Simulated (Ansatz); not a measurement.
# NaF (Villiaumite, Fm-3m): from the cell to its phonons

Aim: the phonons of NaF (Villiaumite, Fm-3m) at a cell relaxed beforehand at this level. After the zone centre comes a 4×4×4 q mesh on a 8×8×8 k mesh.

Calculated with Ansatz 0.2.0; DFT PBEsol, scalar-relativistic, plane waves, PAW.

Report form: the programs' logs are mostly left out.

## 1. Starting point

The structure is cubic, space group Fm-3m (No. 225). The conventional cell has a = 4.629 Å, b = 4.629 Å, c = 4.629 Å, α = 90.00°, β = 90.00°, γ = 90.00°. Nearest to Na lie 6 F at 2.31 Å. F has 6 Na at 2.31 Å nearest. Farther neighbours and most contacts between anions are not listed.

## 2. Modes at Γ

The cell comes from relaxations at this level that are not shown. The zone centre comes first: it holds the modes that light can see, as far as symmetry allows. The response to a homogeneous field gives the Born charges and the dielectric tensor.

Input file input.yaml:

```yaml
crystal:
  lattice:
    - [0.0, 2.3145907857, 2.3145907857]
    - [2.3145907857, 0.0, 2.3145907857]
    - [2.3145907857, 2.3145907857, 0.0]
  atoms:
    - { symbol: Na, position: [0.0, 0.0, 0.0] }
    - { symbol: F, position: [0.5, 0.5, 0.5] }
kpoints:
  mp_grid: { grid: [8, 8, 8] }
hamiltonian:
  xc: pbesol
scf:
  occupations: { method: fixed }
output:
  eigenvalues: true
phonons:
  method: dfpt
  dielectric: true
  rigid_motions: translations
```

On the command line:

```console
$ ansatz run input.yaml --threads 4 --pin off --max-ram 7168MiB --backend cpu --events-out ev --progress --plain --runs-dir out
```

The job ended after 2.5 s (4 threads of Arm Neoverse V1, shared host; peak memory 0.34 GiB).

Numbers from this step:

* gap on the k-mesh: 6.198 eV
* volume per atom: 12.40 Å³
* sum-rule residual before enforcement: 2.37e-5 eV/Å²
* miss of the charge sum rule: 3.88e-5 e
* point group: m-3m
* highest optical mode at the zone centre (no LO-TO term): 239.3 cm⁻¹
* lowest optical zone-centre mode: 239.3 cm⁻¹
* mean high-frequency dielectric constant: 1.895
* largest Born charge (third of the trace): 1.012 e
* mean static dielectric constant: 5.306
* top of the zone-centre spectrum with the field: 400.5 cm⁻¹

Without the LO-TO term. Patterns of degenerate modes are one choice out of their space. The modes at Γ (shares of kinetic energy by element, %):

```csv
mode,frequency (cm⁻¹),symmetry,Na %,F %
1,0.0,acoustic,55,45
2,0.0,acoustic,55,45
3,0.0,acoustic,55,45
4,239.3,T1u,45,55
5,239.3,T1u,45,55
6,239.3,T1u,45,55
```

Displacements in mode 5 (239.3 cm⁻¹), the largest set to 1:
```
Na1  0.00  0.00 -0.83
F2   0.00  0.00  1.00
```

Optical modes at the zone centre, without and with the macroscopic field of the longitudinal modes; each column is sorted by frequency, so a row need not hold one and the same mode. Modes with and without the field, by row:

```
rank among optical modes  no field (cm⁻¹)  q along (1, 0, 0) (cm⁻¹)
                       1            239.3                     239.3
                       2            239.3                     239.3
                       3            239.3                     400.5
```

Born charge (rows field, columns displacement) (e), principal values of the symmetric part by kind of site:

```
atom  atoms with these values    low  middle   high   mean
 Na1                        1   1.01    1.01   1.01   1.01
  F2                        1  -1.01   -1.01  -1.01  -1.01
```

In full for F2:

```
-1.01  0.00  0.00
 0.00 -1.01  0.00
 0.00  0.00 -1.01
```

High-frequency dielectric tensor:

```
1.90 0.00 0.00
0.00 1.90 0.00
0.00 0.00 1.90
```

Static dielectric tensor (ions relaxed, fixed cell):

```
5.31 0.00 0.00
0.00 5.31 0.00
0.00 0.00 5.31
```

Transverse modes. Infrared lines, with heights relative to the strongest:

```
position (cm⁻¹)  label  relative intensity
            239    T1u                 100
```

Before it was imposed, the acoustic sum rule was missed by 2.4e-5 eV/Å² and the charge sum rule by 3.9e-5 e. Small misses are needed for a sound result but don't prove that mesh and cutoff are converged. The lowest optical mode is real, 239 cm⁻¹.

## 3. Response at finite wavevector

Stability and thermal properties need the whole zone. Linear response on a 4×4×4 q mesh gives force constants as far as a supercell of that size would, and the tensors from the zone-centre run are typed in so that the long-range dipole term is interpolated apart.

input.yaml, the sections that differ from step 2:

```yaml
phonons:
  method: dfpt
  qmesh: [4, 4, 4]
  temperatures: { t_max: 1000, t_step: 50 }
  qpath:
    path:
      - [[0.0, 0.0, 0.0], [0.5, 0.0, 0.5], [0.625, 0.25, 0.625]]
      - [[0.375, 0.375, 0.75], [0.0, 0.0, 0.0], [0.5, 0.5, 0.5], [0.5, 0.25, 0.75], [0.5, 0.0, 0.5]]
    npoints: 10
  non_analytic_term:
    high_frequency_dielectric_tensor: [[1.895, 0.0, 0.0], [0.0, 1.895, 0.0], [0.0, 0.0, 1.895]]
    born_effective_charges:
      - { species: Na, tensor: [[1.0121, 0.0, 0.0], [0.0, 1.0121, 0.0], [0.0, 0.0, 1.0121]] }
      - { species: F, tensor: [[-1.0121, 0.0, 0.0], [0.0, -1.0121, 0.0], [0.0, 0.0, -1.0121]] }
    source: "zone-centre run at this cell"
# crystal, kpoints, hamiltonian, scf, output: as in step 2
```

The job ended after 33 s (4 threads; peak memory 0.6 GiB).

This step gave:

```yaml
sum_rule_residual_before_enforcement: 1.92e-5 eV/Å²
lowest_frequency_on_the_path: 0 cm⁻¹
highest_frequency_on_the_path_or_at_a_solved_wavevector: 400.5 cm⁻¹
mean_frequency: 218.2 cm⁻¹
debye_temperature_second_moment: 422 K
logarithmic_mean_frequency: 208 cm⁻¹
lowest_mode_on_the_q_mesh_acoustic_modes_at_gamma_apart: 100.4 cm⁻¹
zero_point_energy_per_atom: 40.58 meV
heat_capacity_at_300_k: 22.66 J/(mol atoms K)
vibrational_entropy_at_300_k: 26.19 J/(mol atoms K)
```

Frequencies (cm⁻¹) solved at each irreducible wavevector; negative means imaginary. Frequencies by wavevector, by row:

```csv
q in reciprocal lattice units,star,mode 1,mode 2,mode 3,mode 4,mode 5,mode 6
0 0 0,1,0,0,0,239.3,239.3,239.3
0 0 0.25,8,105,105,165.9,227.1,227.1,376.4
0 0 -0.5,4,173,173,194.6,194.6,295.8,301.6
0 0.25 0.25,6,100.4,100.4,192.1,246.5,246.5,339.9
0 0.25 -0.5,24,148.1,191.2,226.3,232.7,252.9,293.8
0 0.25 -0.25,12,164.3,170.2,197.2,226.3,255.3,316.7
0 -0.5 -0.5,3,141.2,141.2,252,253.6,253.6,280.7
0.25 -0.5 -0.25,6,203.3,208.3,208.3,226.2,264.7,264.7
```

Interpolated from a 4×4×4 q mesh, with the LO-TO term (at Γ the limit along the path; where Γ stands inside the path, tables give the limit on arrival). Phonon branches along the path, in cm⁻¹:

```
    point  branch 1  branch 2  branch 3  branch 4  branch 5  branch 6
        Γ         0         0         0       239       239       400
  halfway       100       100       192       246       246       340
        X       141       141       252       254       254       281
  halfway       145       164       247       249       256       278
        U       156       212       230       234       260       270
jump to K       156       212       230       234       260       270
  halfway       123       136       188       211       249       354
        Γ         0         0         0       239       239       400
  halfway       105       105       166       227       227       376
        L       173       173       195       195       296       302
  halfway       174       184       218       232       266       284
        W       203       208       208       226       265       265
  halfway       164       167       242       246       257       275
        X       141       141       252       254       254       281
```

The phonon density of states has structure finer than the step of the table below, so its rows give means over 20 cm⁻¹, whole bins alone (the curve runs from 2.5 to 402 cm⁻¹). Peaks (cm⁻¹: height): 172.5: 0.0355, 242.5: 0.0637, 257.5: 0.0555.

Tetrahedra on a 24×24×24 mesh, mean over bins of 5 cm-1. Interpolated from a 4×4×4 q mesh. The phonon density of states by wavenumber; means over each step:

| wavenumber (cm⁻¹) | phonon density of states (1/cm⁻¹/cell) |
| --- | --- |
| 20 | 1.9e-4 |
| 40 | 8.0e-4 |
| 60 | 0.00189 |
| 80 | 0.00362 |
| 100 | 0.00625 |
| 120 | 0.0105 |
| 140 | 0.0193 |
| 160 | 0.0274 |
| 180 | 0.0258 |
| 200 | 0.0277 |
| 220 | 0.0379 |
| 240 | 0.0550 |
| 260 | 0.0345 |
| 280 | 0.0171 |
| 300 | 0.0100 |
| 320 | 0.00752 |
| 340 | 0.00593 |
| 360 | 0.00457 |
| 380 | 0.00308 |

The partial phonon density of states has structure finer than the step of the table below, so its rows give means over 20 cm⁻¹, whole bins alone (the curve runs from -10 to 422 cm⁻¹). Peaks (cm⁻¹: height): F 152.9: 0.00946, 242.4: 0.0301, 275.0: 0.0172; Na 171.9: 0.0256, 245.2: 0.0317.

Phonopy on the run's constants, 21x21x21 mesh, Gaussian sigma 3.1 cm-1. Interpolated from a 4×4×4 q mesh. The partial phonon density of states by wavenumber; means over each step; values in 1/cm⁻¹/cell:

```
wavenumber (cm⁻¹)        F       Na
                0   8.2e-6   8.2e-6
               20   8.8e-5   1.1e-4
               40   3.6e-4   4.4e-4
               60   8.7e-4  0.00108
               80  0.00159  0.00203
              100  0.00269  0.00362
              120  0.00433  0.00626
              140  0.00728   0.0118
              160  0.00863   0.0186
              180  0.00594   0.0201
              200   0.0156   0.0121
              220   0.0229   0.0153
              240   0.0279   0.0267
              260   0.0185   0.0161
              280   0.0136  0.00350
              300  0.00711  0.00296
              320  0.00455  0.00293
              340  0.00335  0.00250
              360  0.00255  0.00203
              380  0.00171  0.00140
              400   4.4e-4   3.6e-4
```

Second derivatives of the energy by pair, one row for each kind of neighbour of each atom listed. Each entry sums the pair over the periodic images of the supercell that the q mesh stands for, and in a polar crystal it holds the long-range dipole part too. Force constants by pair, by row:

```csv
atom,neighbour,distance (Å),third of the trace (eV/Å²),along the pair's line (eV/Å²)
Na1,itself,0,3.927,–
Na1,F,2.315,-0.5542,-0.7595
Na1,Na,3.273,-0.0472,-0.6082
Na1,F,4.009,0.01,0.2456
Na1,Na,4.629,-0.0495,-0.2102
Na1,F,5.176,0.0218,0.1363
Na1,Na,5.67,-0.0175,-0.0988
Na1,Na,6.547,-0.0138,-0.1054
Na1,F,6.944,0.0186,0.0659
F2,itself,0,3.914,–
F2,Na,2.315,-0.5542,-0.7595
F2,F,3.273,-0.0588,-0.5469
F2,Na,4.009,0.01,0.2456
F2,F,4.629,-0.0214,-0.1671
F2,Na,5.176,0.0218,0.1363
F2,F,5.67,-0.0177,-0.0961
F2,F,6.547,-0.0296,-0.1305
F2,Na,6.944,0.0186,0.0659
```

Harmonic thermodynamic functions per atom, from the density of states. Interpolated from a 4×4×4 q mesh. Thermodynamic functions, by row:

```csv
T (K),F_vib (meV/atom),S (J/mol-atom/K),C_V (J/mol-atom/K)
0,40.58,0,0
50,40.46,1.02,3.141
100,38.76,5.996,12
200,26.42,17.45,20.22
300,3.58,26.19,22.66
400,-27.16,32.86,23.61
500,-64.07,38.18,24.08
600,-106,42.6,24.34
700,-152.2,46.36,24.5
800,-201.9,49.64,24.6
900,-254.9,52.54,24.67
1000,-310.8,55.15,24.72
```

Harmonic mean-square displacement, third of the trace. Interpolated from a 4×4×4 q mesh. Mean square displacements, by row:

```csv
T (K),Na1 U_eq (Å²),F2 U_eq (Å²)
0,0.00397,0.0043
100,0.00514,0.00536
300,0.01138,0.01133
600,0.0219,0.02163
```

Symmetry leaves 8 wavevectors to solve. The lowest mode among them, the acoustic zeros apart, lies at q = (0, 0.25, 0.25) and is real, 100 cm⁻¹.

## 4. The same by displaced supercells

Finite displacements in a 2×2×2 supercell give force constants from forces alone. They are exact at the wavevectors that the supercell holds, where they check the linear-response result.

input.yaml: that of step 3 with these lines changed.

```diff
@@ -17,4 +17,4 @@
 phonons:
-  method: dfpt
-  qmesh: [4, 4, 4]
+  method: fd
+  supercell: [2, 2, 2]
   temperatures: { t_max: 1000, t_step: 50 }
```

Run time: 8.7 s. Hardware: 4 threads; peak memory 0.65 GiB; 32 s of CPU time.

Numbers from this step:

| Item | Value |
| --- | --- |
| atoms in the supercell | 16 |
| sum-rule residual before enforcement | 2.34e-4 eV/Å² |

Interpolated from a 2×2×2 supercell, rough between the solved points, with the LO-TO term (at Γ the limit along the path; where Γ stands inside the path, tables give the limit on arrival). The phonon branches at the labelled points (cm⁻¹):

```
    point  branch 1  branch 2  branch 3  branch 4  branch 5  branch 6
        Γ         0         0         0       239       239       400
  halfway       103       103       193       248       248       340
        X       141       141       252       254       254       281
  halfway       144       163       247       249       255       277
        U       152       211       228       235       257       270
jump to K       152       211       228       235       257       270
  halfway       122       137       190       208       251       353
        Γ         0         0         0       239       239       400
  halfway       107       107       168       226       226       376
        L       173       173       195       195       296       302
  halfway       171       181       221       229       270       280
        W       203       205       205       222       265       265
  halfway       162       166       241       244       257       274
        X       141       141       252       254       254       281
```

Tetrahedra on a 24×24×24 mesh, mean over bins of 5 cm-1. Interpolated from a 2×2×2 supercell, rough between the solved points. The phonon density of states by wavenumber; read off at these points:

wavenumber (cm⁻¹), phonon density of states (1/cm⁻¹/cell) and a bar:
```
        2     0.0000 
       18     0.0001 
       32     0.0005 
       42     0.0008 
       58     0.0016 #
       72     0.0027 #
       88     0.0042 ##
       98     0.0056 ###
      112     0.0083 ####
      128     0.0127 #######
      142     0.0241 #############
      152     0.0267 ##############
      168     0.0366 ###################
      182     0.0210 ###########
      198     0.0308 ################
      208     0.0333 #################
      222     0.0384 ####################
      238     0.0502 ##########################
      248     0.0575 ##############################
      252     0.0447 #######################
      258     0.0529 ############################
      262     0.0301 ################
      278     0.0201 ##########
      292     0.0101 #####
      308     0.0086 ####
      318     0.0075 ####
      332     0.0063 ###
      348     0.0053 ###
      362     0.0043 ##
      372     0.0037 ##
      388     0.0024 #
      402     0.0000
```

At Γ the two methods differ by at most 0.0 cm⁻¹.

## 5. Outcome

| Quantity | Value |
| --- | --- |
| space group (within 0.01 Å) | Fm-3m |
| volume per atom | 12.4 Å³ |
| gap on the k-mesh | 6.20 eV |
| highest optical mode at the zone centre (no LO-TO term) | 239 cm⁻¹ |
| top of the zone-centre spectrum with the field | 400 cm⁻¹ |
| lowest optical zone-centre mode | 239 cm⁻¹ |
| mean high-frequency dielectric constant | 1.90 |
| mean static dielectric constant | 5.31 |
| largest Born charge (third of the trace) | 1.01 e |
| lowest mode on the q mesh (acoustic modes at Γ apart) | 100 cm⁻¹ |
| highest frequency on the path or at a solved wavevector | 400 cm⁻¹ |
| zero-point energy per atom | 40.6 meV |
| heat capacity at 300 K | 22.7 J/(mol atoms K) |
| vibrational entropy at 300 K | 26.2 J/(mol atoms K) |
| Debye temperature (second moment) | 422 K |
| imaginary modes on the 4×4×4 q mesh | none |

The structure is a minimum as far as tested: no mode is imaginary at the 8 irreducible wavevectors of the 4×4×4 mesh, and the softest away from the acoustic zeros lies at 100 cm⁻¹. Without the field, the optical modes at Γ form one degenerate level at 239 cm⁻¹. With the macroscopic field of the longitudinal modes the top of the zone-centre spectrum lies at 400 cm⁻¹, against 239 cm⁻¹ without it. Lattice motion raises the mean dielectric constant from 1.895 to 5.306. The strongest infrared line is at 239 cm⁻¹. Finite displacements and linear response differ by 0.0 cm⁻¹ in the highest zone-centre mode. These are harmonic frequencies at zero temperature: anharmonic shifts, linewidths and thermal expansion are left out.

[Logs are printed without paths, hosts, clocks, repeated set-up lines and the standing remarks that a program may print on its own settings, such as how far it seeks lower states.]

[Hosts, paths, dates, database ids (printed as entryN), source tags and the programs' standing remarks are cut or masked in the printed files.]
